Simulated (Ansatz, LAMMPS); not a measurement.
## Liquid (Na,Rb)(Cl,Br) at 1100 K (68 atoms): a reference run and its variants

Density of this cell: 2.18 g/cm³. The cell holds 68 atoms: 22 Na, 12 Rb, 18 Cl and 16 Br. Its edges and angles: a = 13.797 Å, b = 13.797 Å, c = 13.797 Å, α = 90.0°, β = 90.0°, γ = 90.0°. 68 atoms (22 Na, 12 Rb, 18 Cl, 16 Br) placed at random at 2.18 g/cm³, melted at 1800 K for 10 ps at fixed volume with the Lennard-Jones and Coulomb ion parameters for SPC/E (Joung and Cheatham, J. Phys. Chem. B 112, 9020 (2008)), full charges. Snapshot at the end of a hold of 20 ps at 1100 K and fixed volume.

Geometry: as built.

Reference run: Kohn-Sham DFT, PBE, PAW (set soft_2), plane waves (Ansatz 0.2.0), cutoff 420 eV, Γ point, fermi-dirac smearing of 0.05 eV.

```
r.m.s. force component                           : 0.2847 eV/Å
pressure                                         : -0.1932 GPa
gap (highest filled to lowest empty level) : 2.754 eV
SCF cycles                                       : 7
time                                             : 35 s on 4 threads of Arm Neoverse V2, shared host
```

Q: Estimate how much each variant changes the results, and its time and memory.
- support functions low
- support functions medium
- support functions medium, radius 4.83 Å
- support functions medium, radius 5.18 Å
- repeat of the reference

Each row is set against the plane-wave reference (Kohn-Sham DFT, PBE, PAW (set soft_2), plane waves; r.m.s. force component 0.285 eV/Å). Energies are set beside the reference only for runs with its functional, potentials and electron count. Times are for 4 threads of Arm Neoverse V2, shared host. The reference's time includes the DOS, ELF, the stress and grids, which some other runs skip.

```
                                    run  Δ force, r.m.s. (meV/Å)  share of r.m.s. force (%)  Δ energy (meV/atom)  Δ pressure (GPa)  Δ gap (eV)  cycles     time  host memory (GiB)
                              reference                        -                          -                    -                 -           -       7     35 s                2.7
                  support functions low                    0.126                     0.0442               -0.434                 -     -3.0e-4      12  2.8 min                5.1
               support functions medium                      0.1                     0.0352               -0.434                 -           0      14    3 min                5.1
support functions medium, radius 4.83 Å                    0.105                     0.0369               -0.434                 -     -2.0e-4      14  2.6 min                4.8
support functions medium, radius 5.18 Å                    0.096                     0.0337               -0.434                 -      2.0e-4      13  3.3 min                5.4
                repeat of the reference                    0.001                     3.0e-4                    0                 0           0       7     31 s                2.7
```

Among numerical settings the force difference runs from 0.096 meV/Å (support functions medium, radius 5.18 Å) to 0.13 meV/Å (support functions low). At 68 atoms the fastest of the runs at a preset level, support functions low, takes roughly 4.9 times the time of plane waves (whose run also made extra analyses), in 12 SCF cycles against 7. Differences between support functions and plane waves include what basis error the plane-wave run still has. 

[Long decimals in the printed logs are rounded to 6 places.]

[Logs are printed without paths, hosts, clocks, repeated set-up lines and the standing remarks that a program may print on its own settings, such as how far it seeks lower states.]

[Hosts, paths, dates, database ids (printed as entryN), source tags and the programs' standing remarks are cut or masked in the printed files.]
